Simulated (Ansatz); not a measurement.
**From HSE06 to G0W0: AlN (P6_3mc)**

How far does one-shot GW move the HSE06 gap of AlN (P6_3mc)?

Calculated with Ansatz 0.2.0; HSE06, then G0W0 on it, plane waves, PAW.

The database entry behind the starting cell differs from later determinations by our own check (inner coordinate u about 0.002 short), so it need not match the best structure at ambient conditions.

## 1. Starting point

It takes space group P6_3mc (No. 186, hexagonal). Conventional cell: a = 3.113 Å, b = 3.113 Å, c = 4.981 Å, α = 90.00°, β = 90.00°, γ = 120.00°. Nearest to Al lie 4 N at 1.89 Å. N has 4 Al at 1.89 Å nearest. Farther neighbours and most contacts between anions are not listed.

The cell and positions come from the Crystallography Open Database and are kept as given unless a step says otherwise. The default PAW set here is soft_2. Its files were made with PBE.

## 2. The starting point: HSE06

HSE06 mixes in a quarter of exact exchange at short range.

This step: DFT, HSE06, plane waves, PAW.

Input file input.yaml:

```yaml
crystal:
  lattice:
    - [3.113, 0.0, 0.0]
    - [-1.5565, 2.695937082, 0.0]
    - [0.0, 0.0, 4.981]
  atoms:
    - { symbol: Al, position: [0.3333333333, 0.6666666667, 0.0] }
    - { symbol: Al, position: [0.6666666667, 0.3333333333, 0.5] }
    - { symbol: "N", position: [0.3333333333, 0.6666666667, 0.38] }
    - { symbol: "N", position: [0.6666666667, 0.3333333333, 0.88] }
kpoints:
  mp_grid: { grid: [6, 6, 4] }
  band_path:
    path:
      - [0.0, 0.0, 0.0]
      - [0.5, 0.0, 0.0]
      - [0.33333333, 0.33333333, 0.0]
      - [0.0, 0.0, 0.5]
      - [0.5, 0.0, 0.5]
      - [0.33333333, 0.33333333, 0.5]
    npoints: 1
hamiltonian:
  xc: hse06
scf:
  occupations: { method: fixed }
  n_extra_bands: 5
output:
  eigenvalues: true
```

Run with:

```sh
$ ansatz run input.yaml --threads 2 --pin off --max-ram 92160MiB --backend cuda --events-out ev --progress --plain --runs-dir out --devices 1 --max-vram 13GiB  # rebuilt from the run's record
```

Numbers of over 12 decimals in the logs are rounded to 6 here.

What it wrote:

```text
scf.n_extra_bands = 5 over 8 filled bands (N_el = 16.0): the run solves 13 bands
GPUs: using 1 of 1 available (devices: 1).
Engine: ansatz 0.2.0, x86_64-unknown-linux-gnu
Pseudopotentials: kind: paw
Pseudopotential: Al, paw, valence charge 3, recommended cutoff 420 eV (normal), Al.paw.azcp
Pseudopotential: N, paw, valence charge 5, recommended cutoff 420 eV (normal), N.paw.azcp
Functional definition: HSE06
  parameter a = 0.25
  parameter omega = 0.11/bohr
  exchange = pbe_x - a*pbe_x_sr(omega) + a*exact_x_sr(omega)
  correlation = pbe_c
davidson cushion auto → on  (no smearing: the cushion is to keep the highest requested band from converging to the state above it; pin scf.eigensolver.cushion to override)
device memory: the entry about to start is reckoned to put 0.5 GiB on a device that reports 49.2 GiB free (of which the cap on the GPU budget leaves the run 13.0 GiB)
GPU FFT provider: cuFFT
GPU libraries: cuBLAS 13.8.2, cuFFT 12.4.0, cuSOLVER 12.3.4
Crystal: 4 atoms, lattice volume = 41.803 Å³
Basis set: ecut = 420 eV, 809 PW (Γ)
Bands: 13, of which v1, the nominal top of the filled ones, is band 8 counted from 1 (7 counted from 0)
Symmetry: 12 space group operations
Space group: P63mc (ITA 186), of the structure as read, at distance tolerance 3.5e-5 Å
k-points: 21 of 144 (time reversal used)
Non-local potential: Al, projectors of the file, l = 0: 2, l = 1: 2, l = 2: 1
Non-local potential: N, projectors of the file, l = 0: 2, l = 1: 2, l = 2: 1
PAW form: soft (Blöchl's): semilocal exchange-correlation on the pseudo side does not see the compensation charge
PAW frozen core: Al, regenerated for the run's functional, and the local potential with it (the file was generated under x = pbe(κ = 0.804, μ = 0.219515), c = pbe(β = 0.066725))
PAW frozen core: N, regenerated for the run's functional, and the local potential with it (the file was generated under x = pbe(κ = 0.804, μ = 0.219515), c = pbe(β = 0.066725))
PAW one-centre angular grid: Al, 110 points (default); XC on 64 Gauss nodes
PAW one-centre angular grid: N, 110 points (default); XC on 64 Gauss nodes
Initial density: superposition of atomic densities (neutral atoms: chi_scale 0, normalization atom), corrected by the library's trained network
Initial wavefunctions: pseudopotential atomic-orbital guess
GPU buffer pool allocated for 20736 grid points (all kernels)
GPU transforms: local potential and band sums: pruned to the plane-wave sphere, on 24×24×36
Functional: x = pbe(κ = 0.804, μ = 0.219515), c = pbe(β = 0.066725), warm-up for x = pbe(κ = 0.804, μ = 0.219515) + 0.25 (exact − pbe) at short range (hse, ω = 0.207870 Å⁻¹), c = pbe(β = 0.066725); HSE06 as pw.x's `hse` composes it (authors' and Libxc's form: `xc: wpbeh`)
SCF iter   1: F=—  HF=-1848.485999 eV  |F-HF|=—  |Δ(HF+E_count)|=         —  Δρ=7.96e-4  dr2=1.05e-4  ethr=1.77e-3  ⟨swp⟩=2.3  Hψ=2133  notcnv=0
preconditioner: auto → none  [insulator: Δε(μ)=4.210 eV  Ē_g=13.808 eV  n_scr=2 (ndim 8)  ℏωp=23.0 eV  f_vac=0.000]
SCF iter   2: F=-1848.486311 eV  HF=-1848.486244 eV  |F-HF|=6.63e-5  |Δ(HF+E_count)|=   2.46e-4  Δρ=4.08e-4  dr2=2.78e-5  ethr=6.53e-7  ⟨swp⟩=5.1  Hψ=1087  notcnv=0  defer=3
SCF 1 stopped early in 2 iterations: F = -1848.486311 eV  dr2 = 2.78e-5
  greatest PAW one-centre occupation: 0.788 electrons in one spin orbital (limit 2), on the N atom at site 3 (counted from 0), in its partial waves of l = 0
device memory: the entry about to start is reckoned to put 1.2 GiB on a device that reports 49.2 GiB free (of which the cap on the GPU budget leaves the run 13.0 GiB)
GPU FFT provider: cuFFT
GPU libraries: cuBLAS 13.8.2, cuFFT 12.4.0, cuSOLVER 12.3.4
Initial density: handed on by an earlier stage of this run
Initial wavefunctions: those handed on with the density
GPU buffer pool allocated for 20736 grid points (all kernels)
GPU transforms: local potential and band sums: pruned to the plane-wave sphere, on 24×24×36
Functional: x = pbe(κ = 0.804, μ = 0.219515) + 0.25 (exact − pbe) at short range (hse, ω = 0.207870 Å⁻¹), c = pbe(β = 0.066725); HSE06 as pw.x's `hse` composes it (authors' and Libxc's form: `xc: wpbeh`)
Exchange kernel: α = 0.2500, screened, ω = 0.2079 Å⁻¹, Wigner–Seitz truncation, v(0) = 1043.3538 eV·Å³, q-mesh 6×6×4, nearest image of the exchange supercell L = 18.68 Å, pair-density grid 15×15×24, without the augmentation charges, whose exchange is taken in its separable form by FFT convolution over the k-point mesh (sized by the pseudopotential files, 20×20×36 at the most), smooth part of the exact exchange by density-matrix convolution in up to 1.54 GiB of GPU memory as planned if the GPU has room (build and FFT work areas not counted)
Frozen-core exchange: fock
SCF iter   1: F=—  HF=-1849.419867 eV  |F-HF|=—  |Δ(HF+E_count)|=         —  Δρ=6.30e-3  dr2=7.72e-3  ethr=1.74e-6  ⟨swp⟩=8.0  Hψ=1636  notcnv=0
preconditioner: auto → none  [insulator: Δε(μ)=5.529 eV  Ē_g=15.846 eV  n_scr=2 (ndim 8)  ℏωp=23.0 eV  f_vac=0.000]
SCF iter   2: F=—  HF=-1849.416978 eV  |F-HF|=—  |Δ(HF+E_count)|=   2.89e-3  Δρ=2.82e-3  dr2=2.17e-3  ethr=1.74e-6  ⟨swp⟩=3.9  Hψ=929  notcnv=0
iter 3 solved again at ethr=2.93e-8 eV; its pass at ethr=1.74e-6 eV (dr2=4.69e-6 eV) is discarded
SCF iter   3: F=—  HF=-1849.416276 eV  |F-HF|=—  |Δ(HF+E_count)|=   7.03e-4  Δρ=1.23e-4  dr2=4.70e-4  ethr=2.93e-8  ⟨swp⟩=3.2  Hψ=1602  notcnv=0
SCF iter   4: F=—  HF=-1849.421221 eV  |F-HF|=—  |Δ(HF+E_count)|=   4.94e-3  Δρ=5.05e-4  dr2=8.82e-5  ethr=2.93e-8  ⟨swp⟩=6.6  Hψ=1427  notcnv=0  defer=7
SCF iter   5: F=—  HF=-1849.421200 eV  |F-HF|=—  |Δ(HF+E_count)|=   2.05e-5  Δρ=3.45e-5  dr2=6.30e-6  ethr=2.93e-8  ⟨swp⟩=4.0  Hψ=936  notcnv=0
SCF iter   6: F=-1849.421251 eV  HF=-1849.421253 eV  |F-HF|=1.36e-6  |Δ(HF+E_count)|=   5.24e-5  Δρ=6.62e-5  dr2=2.33e-6  ethr=1.22e-9  ⟨swp⟩=6.3  Hψ=1268  notcnv=0  defer=7
SCF 2 stopped early in 6 iterations: F = -1849.421251 eV  dr2 = 2.33e-6
hybrid outer 1: dexx = +5.565e-3 eV, tail = 1.11e-5 eV
GPU FFT provider: cuFFT
GPU libraries: cuBLAS 13.8.2, cuFFT 12.4.0, cuSOLVER 12.3.4
GPU buffer pool allocated for 20736 grid points (all kernels)
GPU transforms: local potential and band sums: pruned to the plane-wave sphere, on 24×24×36
Exchange kernel: α = 0.2500, screened, ω = 0.2079 Å⁻¹, Wigner–Seitz truncation, v(0) = 1043.3538 eV·Å³, q-mesh 6×6×4, nearest image of the exchange supercell L = 18.68 Å, pair-density grid 15×15×24, without the augmentation charges, whose exchange is taken in its separable form by FFT convolution over the k-point mesh (sized by the pseudopotential files, 20×20×36 at the most), smooth part of the exact exchange by density-matrix convolution in up to 1.54 GiB of GPU memory as planned if the GPU has room (build and FFT work areas not counted)
Frozen-core exchange: fock
SCF iter   1: F=—  HF=-1849.421244 eV  |F-HF|=—  |Δ(HF+E_count)|=         —  Δρ=2.32e-5  dr2=8.13e-8  ethr=3.47e-7  ⟨swp⟩=2.6  Hψ=647  notcnv=0
preconditioner: auto → none  [insulator: Δε(μ)=5.580 eV  Ē_g=15.855 eV  n_scr=2 (ndim 8)  ℏωp=23.0 eV  f_vac=0.000]
SCF iter   2: F=-1849.421244 eV  HF=-1849.421244 eV  |F-HF|=1.01e-8  |Δ(HF+E_count)|=   9.75e-8  Δρ=7.11e-6  dr2=2.42e-8  ethr=3.91e-10  ⟨swp⟩=5.0  Hψ=1140  notcnv=0  defer=2
SCF 3 converged in 2 iterations: F = -1849.421244 eV  dr2 = 2.42e-8
hybrid outer 2: dexx = +1.236e-7 eV, tail = 5.49e-8 eV, Δε = 1.97e-3 eV (about 1.80e-4 eV left of the loop's levels)
device memory: the entry about to start is reckoned to put 0.3 GiB on a device that reports 62.4 GiB free (of which the cap on the GPU budget leaves the run 13.0 GiB)
NSCF: frozen V_eff on 6 k-points
hybrid SCF converged: 2 outer / 8 inner (+2 warm-up), last move |dexx| = 1.24e-7 eV, tail = 5.49e-8 eV
Stability not checked: this state was not tested for a lower state beside it, because the functional holds exact exchange (a hybrid, or Hartree-Fock), whose exchange loop this test does not read (fock_operator; see scf.lower_state_search)
Free energy (F): -1849.421244 eV
Frozen-core exchange: fock
Harris-Foulkes:  -1849.421244 eV  (|F-HF|=1.01e-8)
Internal energy: -1849.421244 eV  (E = F + TS)
E sigma→0 (E₀):  -1849.421244 eV
Fermi energy:    6.200972 eV
--- Per-component energies (eV) ---
  E_band       = 7.773476
  E_kinetic    = 319.964896
  E_local      = -447.477761  (includes V_loc(G=0)·N_el)
  E_nonlocal   = 108.407874
  E_hartree    = 156.283347
  E_xc         = -165.222848
  E_vxc        = -173.908153  (∫ρ·V_xc dr)
  E_exx        = -35.860837  (= α·E_x^exact, valence–valence)
  E_paw        = -1193.718847  (= ΣΔE_a)
  E_vpaw       = -40.057675  (= ΣTr[D̂ρ^β])
  E_aug_tail   = 0.000192  (compensation charges beyond the density's cutoff)
  E_ewald      = -591.663270
  E_core_change = -0.133989  (= ΣΔE_core)
  E_smearing   = -0.000000  (= −TS)
  E_closure    = -0.000000  (closes the sum)
  Σ components = -1849.421244   (vs F -1849.421244, Δ=-2.27e-13)
--- Band table (eV; the first three rows and the last of 21) ---
  k-point 0: bands = [... 4 lower, 5.2903, 6.0063, 6.0063, 6.2010, 11.7805, 14.3527, 18.6566, 18.9925, ... 1 higher]
  k-point 1: bands = [... 4 lower, 5.3896, 5.3896, 5.8956, 5.8956, 12.7672, 14.4818, 18.2646, 18.9507, ... 1 higher]
  k-point 2: bands = [... 4 lower, 5.6369, 5.6369, 5.6369, 5.6369, 14.1571, 14.1571, 18.2382, 18.2382, ... 1 higher]
  k-point 20: bands = [... 4 lower, 2.0876, 2.0876, 5.3494, 5.3494, 15.1067, 15.1067, 15.5638, 15.5638, ... 1 higher]
```

Elapsed: 7.7 s, on 1 × NVIDIA H100 80GB HBM3 (shared by 6 runs) with 2 threads of AMD EPYC 7R13 (Zen 3), shared host; peak memory 1.2 GiB; 9.6 s of CPU time.

This step gave:

```yaml
gap: 5.580 eV
valence_top_at: Γ
conduction_bottom_at: Γ
least_direct_gap: 5.580 eV
exact_exchange_fraction: 0.25
```

Over mesh and listed points the gap is 5.580 eV, direct, at k = Γ.

(Part 1 of 2 ends here.)

[Paths, hosts, dates, memory and timing lines, banners, echoed tables and standing remarks are left out of the program output.]

[Logs are printed without paths, hosts, clocks, repeated set-up lines and the standing remarks that a program may print on its own settings, such as how far it seeks lower states.]

[Runs of the session that timed out or met a known fault of the program may be left out.]

[Cells called generated may have been cut or substituted from an entry of the Crystallography Open Database or the Materials Project.]

[Hosts, paths, dates, database ids (printed as entryN), source tags and the programs' standing remarks are cut or masked in the printed files.]

[Where an RPA ε∞ is given, it is that of the G0W0 mesh and is not shown converged in it. Names of k-points follow the symmetry that the program found, which can be lower than the space group named. Band edges on a path are those of the sampled points; other points can move an edge, and change direct to indirect where valleys lie close.]

[Hybrid gaps are those of their k-mesh and are not shown converged in it.]
